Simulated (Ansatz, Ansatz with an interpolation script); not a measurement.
# CaMoO4 (I4_1/a): what limits a Wannier interpolation of GW

Wanted: errors and cost of interpolated bands of CaMoO4 (I4_1/a) under coarser or faulty settings.

Program: Ansatz 0.2.0. Level of theory: maximally localised Wannier functions, LDA, plane waves, PAW; PAW set soft_1. Results are calculated unless marked as measured.

### 1. Starting point

It takes space group I4_1/a (No. 88, tetragonal). Conventional cell: a = 5.224 Å, b = 5.224 Å, c = 11.428 Å, α = 90.00°, β = 90.00°, γ = 90.00°. Nearest to Ca lie 8 O at 2.44 to 2.47 Å. Nearest to Mo lie 4 O at 1.77 Å. O has 1 Mo at 1.77 Å and 2 Ca at 2.44 to 2.47 Å nearest. Farther neighbours and most contacts between anions are not listed.

The cell and positions come from the Crystallography Open Database and are kept as given unless a step says otherwise.

### 2. Wannier model on 8×8×8

Localised functions give a small Hamiltonian that interpolates between mesh points at no cost.

input.yaml reads:

```yaml
crystal:
  lattice:
    - [-2.6118, 2.6118, 5.71425]
    - [2.6118, -2.6118, 5.71425]
    - [2.6118, 2.6118, -5.71425]
  atoms:
    - { symbol: Ca, position: [0.75, 0.25, 0.5] }
    - { symbol: Ca, position: [0.0, 0.0, 0.0] }
    - { symbol: Mo, position: [0.25, 0.75, 0.5] }
    - { symbol: Mo, position: [0.5, 0.5, 0.0] }
    - { symbol: O, position: [0.57776, 0.98246, 0.89142] }
    - { symbol: O, position: [0.73246, 0.34104, 0.9047] }
    - { symbol: O, position: [0.09104, 0.68634, 0.10858] }
    - { symbol: O, position: [0.43634, 0.82776, 0.0953] }
    - { symbol: O, position: [0.17224, 0.26754, 0.60858] }
    - { symbol: O, position: [0.01754, 0.90896, 0.5953] }
    - { symbol: O, position: [0.65896, 0.56366, 0.39142] }
    - { symbol: O, position: [0.31366, 0.42224, 0.4047] }
kpoints:
  mp_grid: { grid: [4, 4, 4] }
hamiltonian:
  xc: lda
  pseudopotentials: { kind: paw, azcp: { folder: soft_1 }, xc_functional: pbe }
scf:
  occupations: { method: fixed }
  n_extra_bands: 82
output:
  wannier:
    kmesh: [8, 8, 8]
    projections: [{ species: Mo, l: d, shell: 4 }, { species: O, l: p, shell: 2 }]
    minimise: true
    write_hr: true
    seedname: w
    conv_tol: 1.0e-06
    max_iter: 20000
    stability_check: false
    disentanglement:
      window: [1.68, 15.5]
      frozen_window: [1.68, 12.5]
      conv_tol: 1.0e-08
```

Started as:

```
ansatz run input.yaml --threads 2 --pin off --max-ram 92160MiB --backend cuda --events-out ev --progress --plain --runs-dir out --devices 1 --max-vram 13GiB
```

Numbers of over 12 decimals in the logs are rounded to 6 here.

The log of the run:

```text
scf.n_extra_bands = 82 over 48 filled bands (N_el = 96.0): the run solves 130 bands
GPUs: using 1 of 1 available (devices: 1).
Engine: ansatz 0.2.0, x86_64-unknown-linux-gnu
Pseudopotentials: kind: paw
Pseudopotential: Ca, paw, valence charge 10, recommended cutoff 420 eV (normal), soft_1/Ca.paw.azcp
Pseudopotential: Mo, paw, valence charge 14, recommended cutoff 420 eV (normal), soft_1/Mo.paw.azcp
Pseudopotential: O, paw, valence charge 6, recommended cutoff 420 eV (normal), soft_1/O.paw.azcp
Functional definition: SPW92
  exchange = slater_x
  correlation = pw_c
device memory: the entry about to start is reckoned to put 3.5 GiB on a device that reports 53.4 GiB free (of which the cap on the GPU budget leaves the run 13.0 GiB)
GPU FFT provider: cuFFT
GPU libraries: cuBLAS 13.8.2, cuFFT 12.4.0, cuSOLVER 12.3.4
Crystal: 12 atoms, lattice volume = 155.919 Å³
Basis set: ecut = 420 eV, 3067 PW (Γ)
Bands: 130, of which v1, the nominal top of the filled ones, is band 48 counted from 1 (47 counted from 0)
Symmetry: 8 space group operations
Space group: I41/a (ITA 88), of the structure as read, at distance tolerance 5.4e-5 Å
k-points: 14 of 64
Non-local potential: Ca, projectors of the file, l = 0: 3, l = 1: 2, l = 2: 2
Non-local potential: Mo, projectors of the file, l = 0: 3, l = 1: 2, l = 2: 2, l = 3: 1
Non-local potential: O, projectors of the file, l = 0: 2, l = 1: 2, l = 2: 1
PAW form: soft (Blöchl's): semilocal exchange-correlation on the pseudo side does not see the compensation charge
PAW frozen core: Ca, regenerated for the run's functional, and the local potential with it (the file was generated under x = pbe(κ = 0.804, μ = 0.219515), c = pbe(β = 0.066725))
PAW frozen core: Mo, regenerated for the run's functional, and the local potential with it (the file was generated under x = pbe(κ = 0.804, μ = 0.219515), c = pbe(β = 0.066725))
PAW frozen core: O, regenerated for the run's functional, and the local potential with it (the file was generated under x = pbe(κ = 0.804, μ = 0.219515), c = pbe(β = 0.066725))
PAW one-centre angular grid: Ca, 110 points (default); XC on 64 Gauss nodes
PAW one-centre angular grid: Mo, 590 points (default); XC on 64 Gauss nodes
PAW one-centre angular grid: O, 110 points (default); XC on 64 Gauss nodes
Initial density: superposition of atomic densities (chi_scale 0.1, normalization cell, long waves kept (reshape's long-wave potential 0.03 eV rms))
Initial wavefunctions: pseudopotential atomic-orbital guess
GPU buffer pool allocated for 110592 grid points (all kernels)
GPU transforms: local potential and band sums: pruned to the plane-wave sphere, on 45×45×45
Functional: x = slater, c = lda
[...]
E_local      = -6794.621251  (includes V_loc(G=0)·N_el)
  E_nonlocal   = 920.609928
  E_hartree    = 2358.928184
  E_xc         = -1162.252777
  E_vxc        = -1473.662127  (∫ρ·V_xc dr)
  E_paw        = -9054.678944  (= ΣΔE_a)
  E_vpaw       = -822.402836  (= ΣTr[D̂ρ^β])
  E_aug_tail   = 0.006381  (compensation charges beyond the density's cutoff)
  E_ewald      = -6639.209996
  E_core_change = 2.287335  (= ΣΔE_core)
  E_smearing   = -0.000000  (= −TS)
  E_closure    = -0.000000  (closes the sum)
  Σ components = -17683.900908   (vs F -17683.900908, Δ=0.00e0)
--- Band table (eV; the first three rows and the last of 14) ---
  k-point 0: bands = [... 44 lower, 5.8900, 6.2528, 6.5852, 6.5852, 9.9999, 10.4301, 10.7638, 10.8044, ... 78 higher]
  k-point 1: bands = [... 44 lower, 6.0579, 6.1223, 6.1401, 6.4084, 10.2104, 10.6077, 10.6140, 10.9271, ... 78 higher]
  k-point 2: bands = [... 44 lower, 6.0158, 6.0158, 6.1281, 6.1281, 10.3143, 10.3143, 10.8553, 10.8553, ... 78 higher]
  k-point 13: bands = [... 44 lower, 6.1443, 6.1443, 6.5159, 6.5159, 10.2179, 10.2179, 10.4959, 10.4959, ... 78 higher]
Wannier search: line search 1 of at most 20000: gauge-dependent spread (as the search counts it) 1.8667184 Å², largest recent change 2.0e-1 Å² against conv_tol 1.0e-6 Å², 0 stops escaped
Wannier search: line search 100 of at most 20000: gauge-dependent spread (as the search counts it) 1.3055001 Å², largest recent change 3.7e-5 Å² against conv_tol 1.0e-6 Å², 0 stops escaped
Wannier search: line search 200 of at most 20000: gauge-dependent spread (as the search counts it) 1.3022996 Å², largest recent change 3.1e-5 Å² against conv_tol 1.0e-6 Å², 0 stops escaped
Wannier search: line search 300 of at most 20000: gauge-dependent spread (as the search counts it) 1.2989527 Å², largest recent change 4.0e-5 Å² against conv_tol 1.0e-6 Å², 0 stops escaped
Wannier search: line search 400 of at most 20000: gauge-dependent spread (as the search counts it) 1.2955632 Å², largest recent change 4.0e-5 Å² against conv_tol 1.0e-6 Å², 0 stops escaped
Wannier search: line search 500 of at most 20000: gauge-dependent spread (as the search counts it) 1.2922428 Å², largest recent change 3.0e-5 Å² against conv_tol 1.0e-6 Å², 0 stops escaped
Wannier search: line search 600 of at most 20000: gauge-dependent spread (as the search counts it) 1.2890147 Å², largest recent change 3.7e-5 Å² against conv_tol 1.0e-6 Å², 0 stops escaped
Wannier search: line search 700 of at most 20000: gauge-dependent spread (as the search counts it) 1.2859776 Å², largest recent change 3.5e-5 Å² against conv_tol 1.0e-6 Å², 0 stops escaped
[...]
Wannier search: line search 9400 of at most 20000: gauge-dependent spread (as the search counts it) 1.2454633 Å², largest recent change 1.3e-6 Å² against conv_tol 1.0e-6 Å², 0 stops escaped
Wannier search: line search 9500 of at most 20000: gauge-dependent spread (as the search counts it) 1.2453527 Å², largest recent change 1.1e-6 Å² against conv_tol 1.0e-6 Å², 0 stops escaped
Wannier search: line search 9600 of at most 20000: gauge-dependent spread (as the search counts it) 1.2452434 Å², largest recent change 1.2e-6 Å² against conv_tol 1.0e-6 Å², 0 stops escaped
Wannier search: line search 9700 of at most 20000: gauge-dependent spread (as the search counts it) 1.2451360 Å², largest recent change 1.2e-6 Å² against conv_tol 1.0e-6 Å², 0 stops escaped
[key lines of the parts left out:]
SCF converged after 9 iterations
Free energy (F): -17683.900908 eV
Fermi energy:    6.585231 eV
```

Elapsed: 6.3 min, on 1 × NVIDIA H100 80GB HBM3 (shared by 6 runs) with 2 threads of AMD EPYC 7R13 (Zen 3), shared host; peak memory 2.5 GiB.

This step gave:

| Quantity | Value |
| --- | --- |
| gauge-invariant spread | 38.63 Å² |
| diagonal spread | 0.008558 Å² |
| off-diagonal spread | 1.237 Å² |
| total spread | 39.87 Å² |
| least projectability | 0.5363 |
| localisation steps | 9716 |
| disentanglement steps | 130 |
| r.m.s. interpolation error | 2.39e-4 eV |
| r.m.s. error near the gap | 3.11e-4 eV |

Near the gap the model misses directly solved bands by 0.3 meV r.m.s. and by 9 meV at most in the window tested. This tests the starting bands, not the corrections carried with them.

### 3. Wannier model on 4×4×4

input.yaml: that of step 2 with these lines changed.

```diff
@@ -28,3 +28,3 @@
   wannier:
-    kmesh: [8, 8, 8]
+    kmesh: [4, 4, 4]
     projections: [{ species: Mo, l: d, shell: 4 }, { species: O, l: p, shell: 2 }]
```

The log of the run:

```text
[...]
GPUs: using 1 of 1 available (devices: 1).
[...]
GPU FFT provider: cuFFT
GPU libraries: cuBLAS 13.8.2, cuFFT 12.4.0, cuSOLVER 12.3.4
Crystal: 12 atoms, lattice volume = 155.919 Å³
Basis set: ecut = 420 eV, 3067 PW (Γ)
Bands: 130, of which v1, the nominal top of the filled ones, is band 48 counted from 1 (47 counted from 0)
Symmetry: 8 space group operations
[...]
k-points: 14 of 64
[...]
GPU buffer pool allocated for 110592 grid points (all kernels)
[...]
SCF iter   1: F=—  HF=-17694.464106 eV  |F-HF|=—  |Δ(HF+E_count)|=         —  Δρ=1.15e-1  dr2=4.22e1  ethr=3.10e-3  ⟨swp⟩=5.6  Hψ=6973  notcnv=0  defer=1104
[...]
SCF iter   9: F=-17683.900908 eV  HF=-17683.900908 eV  |F-HF|=4.24e-8  |Δ(HF+E_count)|=   1.69e-7  Δρ=4.40e-6  dr2=5.07e-8  ethr=1.04e-10  ⟨swp⟩=13.1  Hψ=13907  notcnv=0
SCF 1 converged in 9 iterations: F = -17683.900908 eV  dr2 = 5.07e-8
[...]
NSCF: frozen V_eff on 14 k-points
[...]
SCF converged after 9 iterations
Free energy (F): -17683.900908 eV
[...]
Internal energy: -17683.900908 eV  (E = F + TS)
E sigma→0 (E₀):  -17683.900908 eV
Fermi energy:    6.585231 eV
[...]
--- Band table (eV; the first three rows and the last of 14) ---
  k-point 0: bands = [... 44 lower, 5.8900, 6.2528, 6.5852, 6.5852, 9.9999, 10.4301, 10.7638, 10.8044, ... 78 higher]
  k-point 1: bands = [... 44 lower, 6.0579, 6.1223, 6.1401, 6.4084, 10.2104, 10.6077, 10.6140, 10.9271, ... 78 higher]
  k-point 2: bands = [... 44 lower, 6.0158, 6.0158, 6.1281, 6.1281, 10.3143, 10.3143, 10.8553, 10.8553, ... 78 higher]
  k-point 13: bands = [... 44 lower, 6.1443, 6.1443, 6.5159, 6.5159, 10.2179, 10.2179, 10.4959, 10.4959, ... 78 higher]
[...]
WARN: <dir> 288 periodic images of 288 elements of H(R) lie 4.88e-4 to 1.95e-3 Å beyond their element's nearest image, near the 9.77e-4 Å window within which an element is shared among its images; whether they share it moves the interpolated H(k) by 1.8e-3 eV (Frobenius norm, root mean square over the Brillouin zone); at the model's own mesh points H(k) does not change
```

It took 61 s on 1 × NVIDIA H100 80GB HBM3 (shared by 6 runs) with 2 threads; peak memory 1.1 GiB; 75 s of CPU time.

This step gave:

```
gauge-invariant spread     : 36.53 Å²
diagonal spread            : 0.005222 Å²
off-diagonal spread        : 1.238 Å²
total spread               : 37.78 Å²
least projectability       : 0.5468
localisation steps         : 6595
disentanglement steps      : 40
r.m.s. interpolation error : 0.001396 eV
r.m.s. error near the gap  : 0.001757 eV
```

Near the gap the model misses directly solved bands by 1.8 meV r.m.s. and by 27 meV at most in the window tested. This tests the starting bands, not the corrections carried with them.

Frozen up to 5.91 eV; above it the model need not follow the bands. Electronic bands along the path, in eV, zero at the valence-band top; v1 is the highest filled band, c1 the lowest empty one:

```
     point     v4     v3     v2     v1    c1    c2    c3    c4
         Γ  -0.70  -0.33   0.00   0.00  3.41  3.84  4.18  4.22
   halfway  -0.53  -0.46  -0.45  -0.18  3.63  4.02  4.03  4.34
         X  -0.57  -0.57  -0.46  -0.46  3.73  3.73  4.27  4.27
   halfway  -0.56  -0.56  -0.47  -0.47  3.73  3.73  4.27  4.27
         P  -0.55  -0.55  -0.49  -0.49  3.73  3.73  4.27  4.27
   halfway  -0.65  -0.58  -0.38  -0.29  3.72  3.90  4.11  4.27
         N  -0.62  -0.56  -0.33  -0.27  3.80  3.97  4.03  4.24
   halfway  -0.73  -0.35  -0.19  -0.15  3.58  3.92  4.09  4.25
         Γ  -0.70  -0.33   0.00   0.00  3.41  3.84  4.18  4.22
   halfway  -0.67  -0.23  -0.04  -0.04  3.47  3.77  4.04  4.06
         M  -0.44  -0.44  -0.07  -0.07  3.63  3.63  3.91  3.91
   halfway  -0.48  -0.41  -0.19  -0.08  3.72  3.74  3.93  3.97
         S  -0.60  -0.47  -0.32  -0.14  3.83  3.88  4.04  4.11
jump to S0  -0.60  -0.47  -0.32  -0.14  3.83  3.88  4.04  4.11
   halfway  -0.54  -0.46  -0.25  -0.22  3.62  3.97  4.10  4.29
         Γ  -0.70  -0.33   0.00   0.00  3.41  3.84  4.18  4.22
 jump to X  -0.57  -0.57  -0.46  -0.46  3.73  3.73  4.27  4.27
   halfway  -0.62  -0.55  -0.45  -0.41  3.70  3.78  4.24  4.27
         R  -0.64  -0.53  -0.41  -0.34  3.70  3.84  4.19  4.23
 jump to G  -0.64  -0.53  -0.41  -0.34  3.70  3.84  4.19  4.23
   halfway  -0.43  -0.38  -0.21  -0.17  3.71  3.85  3.97  4.02
         M  -0.44  -0.44  -0.07  -0.07  3.63  3.63  3.91  3.91
```

The same for Kohn-Sham, solved directly:

```
point     v4     v3     v2     v1    c1    c2    c3    c4
    Γ  -0.70  -0.33   0.00   0.00  3.41  3.84  4.18  4.22
    X  -0.57  -0.57  -0.46  -0.46  3.73  3.73  4.27  4.27
    P  -0.55  -0.55  -0.49  -0.49  3.73  3.73  4.27  4.27
    N  -0.62  -0.56  -0.33  -0.27  3.80  3.97  4.03  4.24
    Γ  -0.70  -0.33   0.00   0.00  3.41  3.84  4.18  4.22
    M  -0.44  -0.44  -0.07  -0.07  3.63  3.63  3.91  3.91
    S  -0.60  -0.47  -0.32  -0.15  3.83  3.88  4.04  4.11
   S0  -0.60  -0.47  -0.32  -0.15  3.83  3.88  4.04  4.11
    Γ  -0.70  -0.33   0.00   0.00  3.41  3.84  4.18  4.22
    X  -0.57  -0.57  -0.46  -0.46  3.73  3.73  4.27  4.27
    R  -0.64  -0.53  -0.41  -0.34  3.70  3.83  4.19  4.23
    G  -0.64  -0.53  -0.41  -0.34  3.70  3.83  4.19  4.23
    M  -0.44  -0.44  -0.07  -0.07  3.63  3.63  3.91  3.91
```

### 4. A faulty Wannier input

input.yaml: that of step 3 with these lines changed.

```diff
@@ -38,3 +38,3 @@
       window: [1.68, 15.5]
-      frozen_window: [1.68, 12.5]
+      frozen_window: [1.68, 15.0]
       conv_tol: 1.0e-08
```

The log of the run:

```text
scf.n_extra_bands = 82 over 48 filled bands (N_el = 96.0): the run solves 130 bands
GPUs: using 1 of 1 available (devices: 1).
Engine: ansatz 0.2.0, x86_64-unknown-linux-gnu
Pseudopotentials: kind: paw
Pseudopotential: Ca, paw, valence charge 10, recommended cutoff 420 eV (normal), soft_1/Ca.paw.azcp
Pseudopotential: Mo, paw, valence charge 14, recommended cutoff 420 eV (normal), soft_1/Mo.paw.azcp
Pseudopotential: O, paw, valence charge 6, recommended cutoff 420 eV (normal), soft_1/O.paw.azcp
Functional definition: SPW92
  exchange = slater_x
  correlation = pw_c
device memory: the entry about to start is reckoned to put 3.5 GiB on a device that reports 52.1 GiB free (of which the cap on the GPU budget leaves the run 13.0 GiB)
GPU FFT provider: cuFFT
GPU libraries: cuBLAS 13.8.2, cuFFT 12.4.0, cuSOLVER 12.3.4
Crystal: 12 atoms, lattice volume = 155.919 Å³
Basis set: ecut = 420 eV, 3067 PW (Γ)
Bands: 130, of which v1, the nominal top of the filled ones, is band 48 counted from 1 (47 counted from 0)
Symmetry: 8 space group operations
Space group: I41/a (ITA 88), of the structure as read, at distance tolerance 5.4e-5 Å
k-points: 14 of 64
Non-local potential: Ca, projectors of the file, l = 0: 3, l = 1: 2, l = 2: 2
Non-local potential: Mo, projectors of the file, l = 0: 3, l = 1: 2, l = 2: 2, l = 3: 1
Non-local potential: O, projectors of the file, l = 0: 2, l = 1: 2, l = 2: 1
PAW form: soft (Blöchl's): semilocal exchange-correlation on the pseudo side does not see the compensation charge
[...]
NSCF: frozen V_eff on 17 k-points
the Wannier pass solved 17 of the 64 points of its mesh, and has the states at the others by symmetry: states obtained by the crystal's operations at points that were solved too leave a residual of 4.39e-13 eV (read by the count's bands and the next), within 1.11e-5 eV
SCF converged after 9 iterations
Free energy (F): -17683.900908 eV
Harris-Foulkes:  -17683.900908 eV  (|F-HF|=4.24e-8)
Internal energy: -17683.900908 eV  (E = F + TS)
E sigma→0 (E₀):  -17683.900908 eV
Fermi energy:    6.585231 eV
--- Per-component energies (eV) ---
  E_band       = -767.192083
  E_kinetic    = 2685.030232
  E_local      = -6794.621251  (includes V_loc(G=0)·N_el)
  E_nonlocal   = 920.609928
  E_hartree    = 2358.928184
  E_xc         = -1162.252777
  E_vxc        = -1473.662127  (∫ρ·V_xc dr)
  E_paw        = -9054.678944  (= ΣΔE_a)
  E_vpaw       = -822.402836  (= ΣTr[D̂ρ^β])
  E_aug_tail   = 0.006381  (compensation charges beyond the density's cutoff)
  E_ewald      = -6639.209996
  E_core_change = 2.287335  (= ΣΔE_core)
  E_smearing   = -0.000000  (= −TS)
  E_closure    = -0.000000  (closes the sum)
  Σ components = -17683.900908   (vs F -17683.900908, Δ=0.00e0)
--- Band table (eV; the first three rows and the last of 14) ---
  k-point 0: bands = [... 44 lower, 5.8900, 6.2528, 6.5852, 6.5852, 9.9999, 10.4301, 10.7638, 10.8044, ... 78 higher]
  k-point 1: bands = [... 44 lower, 6.0579, 6.1223, 6.1401, 6.4084, 10.2104, 10.6077, 10.6140, 10.9271, ... 78 higher]
  k-point 2: bands = [... 44 lower, 6.0158, 6.0158, 6.1281, 6.1281, 10.3143, 10.3143, 10.8553, 10.8553, ... 78 higher]
  k-point 13: bands = [... 44 lower, 6.1443, 6.1443, 6.5159, 6.5159, 10.2179, 10.2179, 10.4959, 10.4959, ... 78 higher]
WARN: one of the run's output files is refused, and neither it nor the files that depend on it are written in full: <dir> frozen window holds 39 > num_wann = 34 bands at ik = 0 (ik counts from 0, the k-points of the .win, .mmn and .eig files from 1)
```

The job ended after 13 s (1 × NVIDIA H100 80GB HBM3 (shared by 6 runs) with 2 threads; peak memory 1.1 GiB).

The run ended with an error after its SCF cycle had converged; no result of it is taken.

The fault put into this input: a frozen window with more states than functions.

### 5. G0W0: 4×4×4 mesh, 650 empty bands, screening to 150 eV, PAW set soft_1 files

Now the one-shot GW correction: screening in the RPA, then the self-energy of the levels asked for.

This step: G0W0 on LDA, plane waves, PAW; PAW set soft_1.

input.yaml, the sections that differ from step 4:

```yaml
scf:
  occupations: { method: fixed }
gw:
  n_empty_bands: 650
  ecut_chi: 150.0
  qp_bands: [v24, c8]
  screening: { model: contour_deformation }
# crystal, kpoints, hamiltonian: as in step 4
# output: removed
```

The log of the run:

```text
GPUs: using 1 of 1 available (devices: 1).
[...]
GPU FFT provider: cuFFT
GPU libraries: cuBLAS 13.8.2, cuFFT 12.4.0, cuSOLVER 12.3.4
Crystal: 12 atoms, lattice volume = 155.919 Å³
Basis set: ecut = 420 eV, 3067 PW (Γ)
Bands: 60, of which v1, the nominal top of the filled ones, is band 48 counted from 1 (47 counted from 0)
Symmetry: 8 space group operations
[...]
k-points: 14 of 64
[...]
0    32      3.4120   -26.1334     4.3042   -21.2427  0.7242     2.8169     2.8256  root
[...]
13    53     11.9353   -14.5356    -4.5842   -20.6878  0.7888    13.5353    13.5032  root
    13    54     11.9353   -14.5356    -4.5842   -20.6878  0.7888    13.5353    13.5032  root
    13    55     12.9102   -15.6350    -4.8757   -22.1665  0.7685    14.6163    14.5659  root
    13    56     12.9102   -15.6350    -4.8757   -22.1665  0.7685    14.6163    14.5659  root
[key lines of the parts left out:]
SCF converged after 10 iterations
Free energy (F): -17683.900908 eV
Fermi energy:    6.585215 eV
```

Run time: 5.4 min. Hardware: 1 × NVIDIA H100 80GB HBM3 (shared by 6 runs) with 2 threads; peak memory 2.2 GiB; 8.8 min of CPU time.

The G0W0 gap on the mesh is 5.506 eV.

(Continued in part 2 of 2.)

[Paths, hosts, dates, memory and timing lines, banners, echoed tables and standing remarks are left out of the program output.]

[Logs are printed without paths, hosts, clocks, repeated set-up lines and the standing remarks that a program may print on its own settings, such as how far it seeks lower states.]

[Runs of the session that timed out or met a known fault of the program may be left out.]

[Hosts, paths, dates, database ids (printed as entryN), source tags and the programs' standing remarks are cut or masked in the printed files.]
